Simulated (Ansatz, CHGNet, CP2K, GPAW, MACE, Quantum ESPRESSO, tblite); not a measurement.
**Ge(111) slab, H on both faces (54 atoms) in Quantum ESPRESSO**

Aim: run Ge(111) slab, H on both faces (54 atoms) in Quantum ESPRESSO and see how near its forces come to a plane-wave reference, and at what cost.

Method: the method is named at each step, in Quantum ESPRESSO 7.5.

**1. The structure**

The cell holds 54 atoms: 36 Ge and 18 H. Its edges and angles: a = 12.002 Å, b = 12.002 Å, c = 19.143 Å, α = 90.0°, β = 90.0°, γ = 120.0°. It derives from Ge (diamond-structure). Diamond-structure Ge (a = 5.658 Å), (111) slab of 4 atomic planes, 3 x 3 surface cells, H on the broken bonds of both faces, 12 Å of vacuum; displaced by a Gaussian of 0.02 Å. Then every atom was moved at random, 0.02 Å r.m.s. a Cartesian component (hydrogen 0.6 of that). Regions: slab, 36 atoms (36 Ge); hydrogen, 18 atoms (18 H). Vacuum lies along c.

The yardstick, on the same geometry:

- method: Kohn-Sham DFT, PBE, PAW, plane waves (Ansatz 0.2.0); cutoff 420 eV, Γ point, fermi-dirac smearing of 0.05 eV; PAW set soft_2
- r.m.s. force component: 0.5381 eV/Å
- longest force: 2.251 eV/Å
- gap (highest filled to lowest empty level): 0.6908 eV
- SCF cycles: 10
- time: 20 s on 4 threads of Arm Neoverse V2, shared host
- CPU time: 77 s

**2. PBE, sssp-1.3.0-efficiency, 45/360 Ry**

Method: Kohn-Sham DFT, PBE, SSSP efficiency 1.3.0 pseudopotentials, plane waves.

pw.in reads:

```
&control
  calculation = 'scf'
  pseudo_dir = './pseudo'
  outdir = './tmp'
  disk_io = 'none'
  tprnfor = .true.
/
&system
  ibrav = 0
  nat = 54
  ntyp = 2
  ecutwfc = 45
  ecutrho = 360
  nosym = .true.
  occupations = 'smearing'
  smearing = 'fd'
  degauss = 0.003675
/
&electrons
  conv_thr = 2.7e-07
  electron_maxstep = 100
  mixing_beta = 0.4
  mixing_mode = 'local-TF'
  diagonalization = 'david'
/
ATOMIC_SPECIES
Ge 72.630 Ge.upf
H 1.008 H.upf
CELL_PARAMETERS angstrom
12.00243 0.00000 0.00000
-6.00122 10.39441 0.00000
0.00000 0.00000 19.14331
ATOMIC_POSITIONS crystal
Ge 0.44200 0.88879 0.43368
Ge 0.66986 0.00325 0.39341
Ge 0.22143 0.77871 0.60923
Ge 0.44708 0.88614 0.56289
Ge 0.44216 0.55468 0.43819
Ge 0.66960 0.66773 0.39429
Ge 0.22252 0.44146 0.60647
Ge 0.44843 0.56181 0.56472
Ge 0.77829 0.89093 0.43636
Ge 0.00058 0.99921 0.39153
Ge 0.55871 0.77746 0.60450
Ge 0.77823 0.88843 0.56298
Ge 0.44482 0.22131 0.43645
Ge 0.66648 0.32951 0.39359
Ge 0.22533 0.11416 0.60646
Ge 0.44609 0.21901 0.56321
Ge 0.77303 0.55332 0.43493
Ge 0.99866 0.66265 0.39135
Ge 0.56105 0.44897 0.60581
Ge 0.77792 0.55550 0.56379
Ge 0.11296 0.88848 0.43795
Ge 0.33118 0.99799 0.39355
Ge 0.89130 0.77920 0.60582
Ge 0.11012 0.88615 0.56332
Ge 0.77717 0.22538 0.43590
Ge 0.99879 0.33631 0.39272
Ge 0.55674 0.11043 0.60794
Ge 0.77990 0.21979 0.56172
Ge 0.11091 0.55649 0.43506
Ge 0.33500 0.66805 0.39326
Ge 0.88782 0.44393 0.60629
Ge 0.11182 0.55400 0.56350
Ge 0.10683 0.22598 0.43768
Ge 0.33346 0.32980 0.39202
Ge 0.89043 0.11306 0.60992
Ge 0.10794 0.21819 0.56262
H 0.66612 0.99995 0.31245
H 0.22590 0.78095 0.68609
H 0.66478 0.66449 0.31328
H 0.22180 0.44729 0.68687
H 0.99737 0.00093 0.31478
H 0.55438 0.77706 0.68752
H 0.66717 0.33027 0.31220
H 0.21941 0.10710 0.68635
H 0.99513 0.66215 0.31256
H 0.55733 0.44567 0.68715
H 0.33552 0.00276 0.31275
H 0.89035 0.77993 0.68729
H 0.00215 0.33430 0.31634
H 0.55697 0.11266 0.68618
H 0.32934 0.66473 0.31298
H 0.88963 0.44229 0.68834
H 0.33505 0.33782 0.31226
H 0.88721 0.10977 0.68585
K_POINTS gamma
```

Run with:

```
> OMP_NUM_THREADS=1 mpirun -np 4 pw.x -in pw.in > output.txt
```

Output:

```text
Program PWSCF
     gamma-point specific algorithms are used
     one sub-group per band group will be used
     scalapack distributed-memory algorithm (size of sub-group:  2*  2 procs)
     Parallelization info
     sticks:   dense  smooth     PW     G-vecs:    dense   smooth      PW
     Min        3193    1596    398               464774   164333   20538
     Max        3194    1600    400               464782   164336   20540
     Sum       12775    6391   1597              1859109   657341   82157
     bravais-lattice index     =            0
     lattice parameter (alat)  =      22.6813  a.u.
     unit-cell volume          =   16116.9426 (a.u.)^3
     number of atoms/cell      =           54
     number of atomic types    =            2
     number of electrons       =       522.00
     number of Kohn-Sham states=          313
     kinetic-energy cutoff     =      45.0000  Ry
     charge density cutoff     =     360.0000  Ry
     scf convergence threshold =      2.7E-07
     mixing beta               =       0.4000
     number of iterations used =            8  local-TF  mixing
     Exchange-correlation= PBE
                           (   1   4   3   4   0   0   0)
     crystal axes: (cart. coord. in units of alat)
               a(1) = (   1.000000   0.000000   0.000000 )
               a(2) = (  -0.500000   0.866025   0.000000 )
               a(3) = (   0.000000   0.000000   1.594953 )
     reciprocal axes: (cart. coord. in units 2 pi/alat)
               b(1) = (  1.000000  0.577351 -0.000000 )
               b(2) = (  0.000000  1.154700  0.000000 )
               b(3) = (  0.000000 -0.000000  0.626978 )
     PseudoPot. # 1 for Ge:
     Pseudo is Ultrasoft + core correction, Zval = 14.0
     PseudoPot. # 2 for H :
     Pseudo is Ultrasoft, Zval =  1.0
     atomic species   valence    mass     pseudopotential
     Ge               14.00    72.63000     Ge( 1.00)
     H                 1.00     1.00800     H ( 1.00)
     No symmetry found
   Cartesian axes
     number of k points=     1  Fermi-Dirac smearing, width (Ry)=  0.0037
                       cart. coord. in units 2pi/alat
        k(    1) = (   0.0000000   0.0000000   0.0000000), wk =   2.0000000
     Dense  grid:   929555 G-vectors     FFT dimensions: ( 144, 144, 225)
     Smooth grid:   328671 G-vectors     FFT dimensions: ( 100, 100, 160)
     Initial potential from superposition of free atoms
     starting charge     521.9684, renormalised to     522.0000
     negative rho (up, down):  2.508E-04 0.000E+00
     Starting wfcs are  342 randomized atomic wfcs
     Self-consistent Calculation
     iteration #  1     ecut=    45.00 Ry     beta= 0.40
     Threshold (ethr) on eigenvalues was too large:
     Diagonalizing with lowered threshold
     negative rho (up, down):  3.307E-08 0.000E+00
     total energy              =   -7711.75201788 Ry
     estimated scf accuracy    <       1.66156701 Ry
     iteration #  2     ecut=    45.00 Ry     beta= 0.40
     total energy              =   -7711.48472111 Ry
     estimated scf accuracy    <       0.85565909 Ry
     iteration #  3     ecut=    45.00 Ry     beta= 0.40
     total energy              =   -7711.52204750 Ry
     estimated scf accuracy    <       0.12536156 Ry
     iteration #  4     ecut=    45.00 Ry     beta= 0.40
     total energy              =   -7711.51752406 Ry
     estimated scf accuracy    <       0.04588039 Ry
     iteration #  5     ecut=    45.00 Ry     beta= 0.40
     total energy              =   -7711.51534466 Ry
     estimated scf accuracy    <       0.03863864 Ry
     iteration #  6     ecut=    45.00 Ry     beta= 0.40
     negative rho (up, down):  1.109E-04 0.000E+00
     total energy              =   -7711.51682771 Ry
     estimated scf accuracy    <       0.00767994 Ry
     iteration #  7     ecut=    45.00 Ry     beta= 0.40
     negative rho (up, down):  2.299E-02 0.000E+00
     total energy              =   -7711.51717017 Ry
     estimated scf accuracy    <       0.00544087 Ry
     iteration #  8     ecut=    45.00 Ry     beta= 0.40
     negative rho (up, down):  1.194E-02 0.000E+00
     total energy              =   -7711.51747068 Ry
     estimated scf accuracy    <       0.00111340 Ry
     iteration #  9     ecut=    45.00 Ry     beta= 0.40
     negative rho (up, down):  1.882E-03 0.000E+00
     total energy              =   -7711.51799850 Ry
     estimated scf accuracy    <       0.00049550 Ry
     iteration # 10     ecut=    45.00 Ry     beta= 0.40
     negative rho (up, down):  7.456E-05 0.000E+00
     total energy              =   -7711.51804222 Ry
     estimated scf accuracy    <       0.00006627 Ry
     iteration # 11     ecut=    45.00 Ry     beta= 0.40
     negative rho (up, down):  6.794E-04 0.000E+00
     total energy              =   -7711.51804616 Ry
     estimated scf accuracy    <       0.00000845 Ry
     iteration # 12     ecut=    45.00 Ry     beta= 0.40
     negative rho (up, down):  3.799E-04 0.000E+00
     total energy              =   -7711.51804804 Ry
     estimated scf accuracy    <       0.00000077 Ry
     iteration # 13     ecut=    45.00 Ry     beta= 0.40
     negative rho (up, down):  3.334E-04 0.000E+00
     End of self-consistent calculation
          k = 0.0000 0.0000 0.0000 ( 41079 PWs)   bands (ev):
   -24.4626 -24.4338 -24.4144 -24.4099 -24.3997 -24.3969 -24.3891 -24.3877
   -24.3838 -24.3815 -24.3757 -24.3713 -24.3670 -24.3661 -24.3655 -24.3603
   -24.3565 -24.3520 -24.3479 -24.3418 -24.3405 -24.3361 -24.3327 -24.3304
   -24.3237 -24.3215 -24.3208 -24.3185 -24.3167 -24.3142 -24.3115 -24.3086
   -24.3067 -24.3054 -24.3016 -24.2985 -24.2967 -24.2960 -24.2935 -24.2907
   -24.2883 -24.2856 -24.2822 -24.2788 -24.2764 -24.2757 -24.2723 -24.2709
   -24.2660 -24.2585 -24.2571 -24.2561 -24.2531 -24.2513 -24.2505 -24.2462
   -24.2453 -24.2429 -24.2392 -24.2373 -24.2356 -24.2341 -24.2315 -24.2283
   -24.2277 -24.2251 -24.2224 -24.2210 -24.2197 -24.2174 -24.2137 -24.2088
   -24.2071 -24.2063 -24.2047 -24.2011 -24.1988 -24.1969 -24.1932 -24.1902
   -24.1893 -24.1874 -24.1846 -24.1836 -24.1817 -24.1798 -24.1765 -24.1754
   -24.1718 -24.1715 -24.1704 -24.1670 -24.1642 -24.1620 -24.1593 -24.1590
[...]
1.8208   1.8349   1.9039   2.8734   2.9063   2.9463   2.9738   2.9839
     3.0218   3.0344   3.0446   3.0878   3.1056   3.1256   3.1510   3.2107
     3.4695   3.6110   3.7793   3.9709   4.0532   4.0639   4.0966   4.1270
     4.1497   4.1766   4.3117   4.5319   4.5786   4.5975   4.6308   4.6389
     4.6576   4.6683   4.9861   4.9900   5.0050   5.0199   5.0562   5.0716
     5.1399
     the Fermi energy is     0.5987 ev
!    total energy              =   -7711.51804821 Ry
     estimated scf accuracy    <       0.00000023 Ry
     smearing contrib. (-TS)   =      -0.00011835 Ry
     internal energy E=F+TS    =   -7711.51792987 Ry
     The total energy is F=E-TS. E is the sum of the following terms:
     one-electron contribution =  -25859.00152524 Ry
     hartree contribution      =   13254.19971114 Ry
     xc contribution           =   -2111.75521911 Ry
     ewald contribution        =    7005.03910334 Ry
     convergence has been achieved in  13 iterations
     negative rho (up, down):  3.334E-04 0.000E+00
     Forces acting on atoms (cartesian axes, Ry/au):
     atom    1 type  1   force =     0.02218872    0.00752719    0.00893912
     atom    2 type  1   force =    -0.01682299   -0.00781938    0.00522892
     atom    3 type  1   force =     0.01940567   -0.01195966   -0.07267750
     atom    4 type  1   force =    -0.02608657    0.00995981    0.00619059
     atom    5 type  1   force =     0.01948983   -0.00160563   -0.02324941
     atom    6 type  1   force =    -0.03310689   -0.00117330    0.00536664
     atom    7 type  1   force =     0.00029342    0.00853866   -0.01639698
     atom    8 type  1   force =    -0.00072085   -0.04093071    0.00441325
     atom    9 type  1   force =     0.01311048   -0.00271306   -0.01469127
     atom   10 type  1   force =    -0.00279893    0.01260550    0.07788691
     atom   11 type  1   force =    -0.00722652    0.01554721    0.02838373
     atom   12 type  1   force =     0.01041384    0.01751738    0.01572552
[...]
atom   50 type  2   force =     0.00023313    0.00080011    0.03263412
     atom   51 type  2   force =     0.00257807   -0.00013619   -0.00814821
     atom   52 type  2   force =    -0.00192342   -0.00012073   -0.01052361
     atom   53 type  2   force =     0.00053475   -0.00207119   -0.01181277
     atom   54 type  2   force =    -0.00112228    0.00100307    0.06561139
     Total force =     0.265371     Total SCF correction =     0.001963
     Message from routine punch:
     Nothing written, as per user request (disk_io='none')
```

Wall time 3.2 min (4 MPI ranks of Arm Neoverse V2, shared host); peak memory 5.4 GiB.

Banners, paths, timers and routine set-up lines are dropped from the logs unmarked, and long logs keep their key lines alone; longer cuts are marked.

Compared with the plane-wave run:

- r.m.s. force component: 0.5361 eV/Å
- r.m.s. difference of force components: 5.908 meV/Å
- longest difference of force vectors: 21.49 meV/Å
- force difference over r.m.s. force: 1.098 %
- slope of forces against the reference's: 0.9962
- correlation of force components: 1
- gap (highest filled to lowest empty level): 0.6927 eV
- gap difference: 0.0019 eV

Length of the force difference by element (eV/Å):

```tsv
element	atoms	mean	most
Ge	36	0.0065	0.010
H	18	0.015	0.021
```

Levels nearest the highest filled one (eV from it): -2.10, -2.02, -1.37, -1.35, -1.31, -1.27, -1.24, -1.24, -0.89, -0.74, -0.16, 0.00, 0.69, 0.91, 1.33, 1.33, 1.33, 1.38, 1.40, 1.47, 1.51, 1.53, 1.55, 1.57.

The surroundings of Ge10, picked at random, nearest first, numbered as they follow in the input and with coordinates relative to it.

```tsv
atom	x	y	z	distance (Å)	bonds	Fx	Fy	Fz (eV/Å)
Ge10	0.00	0.00	0.00	0.00	4	-0.07	0.32	2.00
H41	-0.05	0.02	-1.47	1.47	1	0.02	-0.01	-1.39
Ge9	-2.02	-1.13	0.86	2.47	4	0.34	-0.07	-0.38
Ge21	2.01	-1.15	0.89	2.48	4	-0.39	-0.42	-0.85
Ge33	-0.09	2.36	0.88	2.52	4	0.68	-0.54	-0.91
Ge22	3.98	-0.01	0.04	3.98	4	0.02	0.34	0.12
Ge6	-1.98	-3.45	0.05	3.98	4	-0.85	-0.03	0.14
Ge34	2.01	3.44	0.01	3.98	4	-0.56	0.39	0.93
Ge36	-0.03	2.28	3.28	3.99	4	0.24	0.38	0.72
Ge2	-3.99	0.04	0.04	3.99	4	-0.43	-0.20	0.13
Ge12	-2.00	-1.15	3.28	4.01	4	0.27	0.45	0.40
Ge24	1.99	-1.18	3.29	4.02	4	0.18	0.65	0.58
Ge18	2.00	-3.50	0.00	4.03	4	-0.42	0.36	1.07
Ge26	-2.04	3.50	0.02	4.06	4	-0.10	0.04	1.63
```

Forces lie 1.1 % from the reference's, at 10.0 times its CPU time.

**3. Summary of results**

- force difference from the reference: QE PBE, sssp-1.3.0-efficiency, 45/360 Ry, 1.1 %
- its CPU time: 13 min

**Reading.** PBE on plane waves or a grid with other potentials, cutoffs or grids differs from the reference by 1.1 % (QE PBE, sssp-1.3.0-efficiency, 45/360 Ry) of the r.m.s. force; this holds the reference's own error, so differences of a few per cent don't tell which side is nearer the exact PBE result (QE's 45 Ry are 612 eV, against the reference's 420 eV). PBE gaps agree with the reference's 0.691 eV within 0.002 eV. These are spacings on the run's k-points, which needn't hold the band edges. The electronic-structure runs sample only Γ, in a cell whose shortest periodic width is 10 Å.

[Also dropped from logs without a mark: logging warnings of Python, and SIESTA's first energy breakdown and zero terms.]

[Logs are printed without paths, hosts, clocks, repeated set-up lines and the standing remarks that a program may print on its own settings, such as how far it seeks lower states.]

[Hosts, paths, dates, database ids (printed as entryN), source tags and the programs' standing remarks are cut or masked in the printed files.]
